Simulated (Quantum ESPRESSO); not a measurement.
# Magnetic state of FeI2 from several starts, part 2 of 2

A self-consistent run ends on one state, which hangs on the start. Several orders of FeI2 are started in Quantum ESPRESSO and their energies compared.

Quantum ESPRESSO 7.5; LDA with U = 4.5 eV on Fe d (ortho-atomic projectors); plane waves with GBRV 1.5 LDA potentials, no spin-orbit coupling.

So far, absolute magnetization (μB): step 2 (run 1, typed as ferro +) 4.02.

The database entry behind the starting cell has ideal inner coordinates that were not refined, so it need not match the best structure at ambient conditions.

### Step 3. Run 2 (antiferro q=(0,1/2,0) +−)

The cell is doubled to 6 atoms to hold this order. The wavevector q is in fractions of the reciprocal vectors of the crystal's primitive cell, as the cells of these inputs are built from it; moments change sign between cells as cos(2π q·R).

pw.in reads:

```
&CONTROL
  calculation = 'scf'
  prefix = 'pwscf'
  outdir = './tmp'
  pseudo_dir = './pseudo'
  disk_io = 'nowf'
/
&SYSTEM
  ibrav = 0
  celldm(1) = 8
  nat = 6
  ntyp = 3
  ecutwfc = 40
  ecutrho = 280
  nbnd = 40
  occupations = 'smearing'
  smearing = 'fd'
  degauss = 0.00367493
  nspin = 2
  starting_magnetization(1) = 0.25
  starting_magnetization(2) = -0.25
  starting_magnetization(3) = 0
/
&ELECTRONS
  conv_thr = 1.2d-08
  electron_maxstep = 150
  mixing_beta = 0.3
/
ATOMIC_SPECIES
Fe1    55.8450 fe_lda_v1.5.uspp.F.UPF
Fe2    55.8450 fe_lda_v1.5.uspp.F.UPF
I     126.9045 i_lda_v1.uspp.F.UPF
CELL_PARAMETERS alat
   0.9543116929360    0.0000000000000    0.0000000000000
  -0.9543116929360    1.6529163384274    0.0000000000000
   0.0000000000000    0.0000000000000    1.5944564176530
ATOMIC_POSITIONS crystal
Fe1     0.0000000000    0.0000000000    0.0000000000
Fe2     0.0000000000    0.5000000000    0.0000000000
I       0.3333333333    0.3333333334    0.2500000000
I       0.3333333333    0.8333333333    0.2500000000
I       0.6666666667    0.1666666666    0.7500000000
I       0.6666666667    0.6666666666    0.7500000000
K_POINTS automatic
6 3 6 0 0 0
HUBBARD {ortho-atomic}
U Fe1-3d 4.5000
U Fe2-3d 4.5000
```

Run with:

```sh
$ OMP_NUM_THREADS=1 mpirun -n 4 pw.x -nk 4 -in pw.in > pw.out
```

The program printed:

```text
[banner, memory and clock lines left out]
Program PWSCF v.7.5 starts

     Message from routine setup:
     using ibrav=0 with symmetry is DISCOURAGED, use correct ibrav instead

     bravais-lattice index     =            0
     lattice parameter (alat)  =       8.0000  a.u.
     unit-cell volume          =    1287.7268 (a.u.)^3
     number of atoms/cell      =            6
     number of atomic types    =            3
     number of electrons       =        60.00
     number of Kohn-Sham states=           40
     kinetic-energy cutoff     =      40.0000  Ry
     charge density cutoff     =     280.0000  Ry
     scf convergence threshold =      1.2E-08
     mixing beta               =       0.3000
     number of iterations used =            8  plain     mixing
     Exchange-correlation= SLA  PZ   NOGX NOGC
                           (   1   1   0   0   0   0   0)
     Hubbard projectors: ortho-atomic
     Hubbard parameters of DFT+U (Dudarev formulation) in eV:
     U(Fe1-3d) =  4.5000
     U(Fe2-3d) =  4.5000

     Internal variables: lda_plus_u =T, lda_plus_u_kind = 0

     Internal variables: orbital_resolved =F, hub_pot_fix =F, apply_U = F

     celldm(1)=   8.000000  celldm(2)=   0.000000  celldm(3)=   0.000000
     celldm(4)=   0.000000  celldm(5)=   0.000000  celldm(6)=   0.000000

     crystal axes: (cart. coord. in units of alat)
               a(1) = (   0.954312   0.000000   0.000000 )
               a(2) = (  -0.954312   1.652916   0.000000 )
               a(3) = (   0.000000   0.000000   1.594456 )

     reciprocal axes: (cart. coord. in units 2 pi/alat)
               b(1) = (  1.047876  0.604991 -0.000000 )
               b(2) = (  0.000000  0.604991  0.000000 )
               b(3) = (  0.000000 -0.000000  0.627173 )

     PseudoPot. # 1 for Fe read from file:
     fe_lda_v1.5.uspp.F.UPF
     Pseudo is Ultrasoft + core correction, Zval = 16.0

     PseudoPot. # 2 for Fe read from file:
     fe_lda_v1.5.uspp.F.UPF
     Pseudo is Ultrasoft + core correction, Zval = 16.0

     PseudoPot. # 3 for I  read from file:
     i_lda_v1.uspp.F.UPF
     Pseudo is Ultrasoft + core correction, Zval =  7.0

     atomic species   valence    mass     pseudopotential
     Fe1              16.00    55.84500     Fe( 1.00)
     Fe2              16.00    55.84500     Fe( 1.00)
     I                 7.00   126.90450     I ( 1.00)

     Starting magnetic structure
     atomic species   magnetization
     Fe1             0.250
     Fe2            -0.250
     I               0.000

      4 Sym. Ops., with inversion, found

   Cartesian axes

     site n.     atom                  positions (alat units)
         1        Fe1    tau(   1) = (   0.0000000   0.0000000   0.0000000  )
         2        Fe2    tau(   2) = (  -0.4771558   0.8264582   0.0000000  )
         3        I      tau(   3) = (  -0.0000000   0.5509721   0.3986141  )
         4        I      tau(   4) = (  -0.4771558   1.3774303   0.3986141  )
         5        I      tau(   5) = (   0.4771558   0.2754861   1.1958423  )
         6        I      tau(   6) = (   0.0000000   1.1019442   1.1958423  )

     number of k points=    40  Fermi-Dirac smearing, width (Ry)=  0.0037
                       cart. coord. in units 2pi/alat
        k(    1) = (   0.0000000   0.0000000   0.0000000), wk =   0.0092593
        k(    2) = (   0.0000000   0.0000000   0.1045288), wk =   0.0185185
        k(    3) = (   0.0000000   0.0000000   0.2090577), wk =   0.0185185
        k(    4) = (   0.0000000   0.0000000  -0.3135865), wk =   0.0092593
        k(    5) = (   0.0000000   0.2016638   0.0000000), wk =   0.0185185
        [... 35 further k-points ...]

     Dense  grid:   101841 G-vectors     FFT dimensions: (  45,  81,  72)

     Smooth grid:    43929 G-vectors     FFT dimensions: (  32,  64,  54)

     Check: negative core charge=   -0.000011
     Generating pointlists ...
     new r_m :   0.2805 (alat units)  2.2442 (a.u.) for type    1
     new r_m :   0.2805 (alat units)  2.2442 (a.u.) for type    2
     new r_m :   0.2805 (alat units)  2.2442 (a.u.) for type    3

     Initial potential from superposition of free atoms

     starting charge      57.9996, renormalised to      60.0000

     STARTING HUBBARD OCCUPATIONS:

     =================== HUBBARD OCCUPATIONS ===================
     ------------------------ ATOM    1 ------------------------
     Tr[ns(  1)] (up, down, total) =   5.00000  0.00000  5.00000
     Atomic magnetic moment for atom   1 =   5.00000
     [... lines left out ...]
     ------------------------ ATOM    2 ------------------------
     Tr[ns(  2)] (up, down, total) =   0.00000  5.00000  5.00000
     Atomic magnetic moment for atom   2 =  -5.00000
     [... lines left out ...]
     Number of occupied Hubbard levels =   10.0000

     Atomic wfc used for Hubbard projectors are orthogonalized

     Starting wfcs are   42 randomized atomic wfcs

     Self-consistent Calculation

     iteration #  1     ecut=    40.00 Ry     beta= 0.30
     Davidson diagonalization with overlap
     ethr =  1.00E-02,  avg # of iterations =  3.2

     =================== HUBBARD OCCUPATIONS ===================
     ------------------------ ATOM    1 ------------------------
     Tr[ns(  1)] (up, down, total) =   4.95117  1.13290  6.08407
     Atomic magnetic moment for atom   1 =   3.81827
     [... lines left out ...]
     ------------------------ ATOM    2 ------------------------
     Tr[ns(  2)] (up, down, total) =   1.13299  4.95114  6.08413
     Atomic magnetic moment for atom   2 =  -3.81815
     [... lines left out ...]
     Number of occupied Hubbard levels =   12.1682

     Threshold (ethr) on eigenvalues was too large:
     Diagonalizing with lowered threshold

     Davidson diagonalization with overlap
     ethr =  5.91E-04,  avg # of iterations =  2.7

     total energy              =    -758.92625815 Ry
     estimated scf accuracy    <       0.41437380 Ry

     total magnetization       =     0.00 Bohr mag/cell
     absolute magnetization    =     8.00 Bohr mag/cell

     iteration #  2     ecut=    40.00 Ry     beta= 0.30
     Davidson diagonalization with overlap
     ethr =  6.91E-04,  avg # of iterations =  3.7

     total energy              =    -759.02627469 Ry
     estimated scf accuracy    <       0.14292301 Ry

     total magnetization       =    -0.01 Bohr mag/cell
     absolute magnetization    =     7.50 Bohr mag/cell

     [... further iterations left out ...]

     iteration # 43     ecut=    40.00 Ry     beta= 0.30
     Davidson diagonalization with overlap
     ethr =  1.66E-10,  avg # of iterations =  2.2

     total energy              =    -759.16603566 Ry
     estimated scf accuracy    <       0.00000028 Ry

     total magnetization       =    -0.00 Bohr mag/cell
     absolute magnetization    =     7.64 Bohr mag/cell

     iteration # 44     ecut=    40.00 Ry     beta= 0.30
     Davidson diagonalization with overlap
     ethr =  1.66E-10,  avg # of iterations =  5.2

     Magnetic moment per site  (integrated on atomic sphere of radius R)
     atom   1 (R=0.281)  charge= 14.6388  magn=  3.6338
     atom   2 (R=0.281)  charge= 14.6390  magn= -3.6338
     atom   3 (R=0.281)  charge=  4.5477  magn= -0.0149
     atom   4 (R=0.281)  charge=  4.5480  magn=  0.0149
     atom   5 (R=0.281)  charge=  4.5480  magn=  0.0149
     atom   6 (R=0.281)  charge=  4.5477  magn= -0.0149

     End of self-consistent calculation

     =================== HUBBARD OCCUPATIONS ===================
     ------------------------ ATOM    1 ------------------------
     Tr[ns(  1)] (up, down, total) =   4.95143  1.26140  6.21283
     Atomic magnetic moment for atom   1 =   3.69003
     [... lines left out ...]
     ------------------------ ATOM    2 ------------------------
     Tr[ns(  2)] (up, down, total) =   1.26140  4.95143  6.21283
     Atomic magnetic moment for atom   2 =  -3.69003
     [... lines left out ...]
     Number of occupied Hubbard levels =   12.4257

     [... lines left out ...]
     the Fermi energy is     5.8391 ev

!    total energy              =    -759.16608661 Ry
     estimated scf accuracy    <          6.3E-09 Ry
     smearing contrib. (-TS)   =      -0.00000000 Ry
     internal energy E=F+TS    =    -759.16608661 Ry

     The total energy is F=E-TS. E is the sum of the following terms:
     one-electron contribution =    -509.69715634 Ry
     hartree contribution      =     272.49306507 Ry
     xc contribution           =    -247.39655516 Ry
     ewald contribution        =    -274.68015626 Ry
     Hubbard energy            =       0.11471608 Ry

     total magnetization       =    -0.00 Bohr mag/cell
     absolute magnetization    =     7.64 Bohr mag/cell

     convergence has been achieved in  44 iterations
```

The job ended after 4.5 min (4 MPI ranks of AMD EPYC 9R14 (Zen 4), shared host; peak memory 1.1 GiB).

Spin moment in the atom's sphere by atom:

| atom | spin moment in the atom's sphere (μB) |
| --- | --- |
| Fe1 | 3.63 |
| Fe2 | -3.63 |
| I3 | -0.01 |
| I4 | 0.01 |
| I5 | 0.01 |
| I6 | -0.01 |

Numbers from this step:

```
smearing term TS       : 4.67e-10 eV
magnetization          : 0 μB
absolute magnetization : 7.641 μB
final state            : antiferromagnetic
```

Spin density in the bc plane at fractional x = 0.000, with atoms of Fe within 0.2 Å of it.

Ten even steps from '0' (-7.2 e/Å³) to '9' (7.2 e/Å³), each cell a mean:
```
85555554443134445555558
55555555444444455555555
55555555544444555555555
55555555554445555555555
55555555555555555555555
55555555555555555555555
55555555555555555555555
55555555555555555555555
55555555555555555555555
55555555555555555555555
55555555555555555555555
55555555555555555555555
55555555555555555555555
55555555555555555555555
55555555555445555555555
55555555554444555555555
55555555544444455555555
75555555444334445555556
96555554442014445555558
```
Columns run along b (8.1 Å), rows up along c (6.8 Å). Atoms in or near the plane, at fractional coordinates: Fe at (0.00, 0.00), Fe at (0.50, 0.00).

Valence density in the bc plane at fractional x = 0.000, with atoms of Fe within 0.2 Å of it. It is the smooth field of the valence electrons, not physical close to the nuclei.

Values in e/Å³, 10 rows by 16 columns, each cell a mean:
```
10  1  0  0  0  0  1  8 10  1  0  0  0  0  1  8
 0  0  0  0  0  0  0  0  0  0  0  0  0  0  0  0
 0  0  0  0  0  0  0  0  0  0  0  0  0  0  0  0
 0  0  0  0  0  0  0  0  0  0  0  0  0  0  0  0
 0  0  0  0  0  0  0  0  0  0  0  0  0  0  0  0
 0  0  0  0  0  0  0  0  0  0  0  0  0  0  0  0
 0  0  0  0  0  0  0  0  0  0  0  0  0  0  0  0
 0  0  0  0  0  0  0  0  0  0  0  0  0  0  0  0
 1  0  0  0  0  0  0  1  1  0  0  0  0  0  0  1
15  2  0  0  0  0  1 13 15  2  0  0  0  0  1 13
```
Columns run along b (8.1 Å), rows up along c (6.8 Å). Atoms in or near the plane, at fractional coordinates: Fe at (0.00, 0.00), Fe at (0.50, 0.00).

### Step 4. The states side by side

An order is kept where moments of 0.15 μB or more survive with the typed signs; meshes match where a doubled cell samples the same k points as the first cell.

Orders:

| start | final state | typed order kept | energy over the lowest (meV a seeded atom) | largest site moment (μB) | net moment (μB a cell of the first run) | mesh matched | CPU time (s) |
| --- | --- | --- | --- | --- | --- | --- | --- |
| ferro + | ferromagnetic | yes | 704.5 | 3.601 | 4 | yes | 93.9 |
| antiferro q=(0,1/2,0) +- | antiferromagnetic | yes | 0 | 3.634 | 0 | yes | 1075 |

### Step 5. Fillings of the first corrected shells

| start | type | spin | occupation numbers |
| --- | --- | --- | --- |
| ferro + | Fe | up | 0.989 0.989 0.990 0.992 0.992 |
| ferro + | Fe | down | 0.022 0.092 0.092 0.552 0.552 |
| antiferro q=(0,1/2,0) +- | Fe1 | up | 0.986 0.990 0.991 0.992 0.993 |
| antiferro q=(0,1/2,0) +- | Fe1 | down | 0.020 0.021 0.112 0.144 0.963 |
| antiferro q=(0,1/2,0) +- | Fe2 | up | 0.020 0.021 0.112 0.144 0.963 |
| antiferro q=(0,1/2,0) +- | Fe2 | down | 0.986 0.990 0.991 0.992 0.993 |

### Step 6. Outcome

- moments, largest by run: 3.60, 3.63 μB
- spread of the energies of the runs with moments: 704 meV a seeded atom

**Reading.** Under a U these runs seem to end in unlike orbital states: the fillings of their corrected shells differ, or their energies lie too far apart for exchange alone. The differences are then no exchange energies, and the ranking says little of the magnetic order. Seeding all runs from one set of occupation matrices is the usual remedy.

[Logs and program files are shortened in this print: banners, set-up blocks, solver, clock and traceback lines can be left out without a mark of their own.]

[Logs are printed without paths, hosts, clocks, repeated set-up lines and the standing remarks that a program may print on its own settings, such as how far it seeks lower states.]

[Hosts, paths, dates, database ids (printed as entryN), source tags and the programs' standing remarks are cut or masked in the printed files.]

[Where a cell is said to come from a database of computed structures, the database is the Materials Project.]
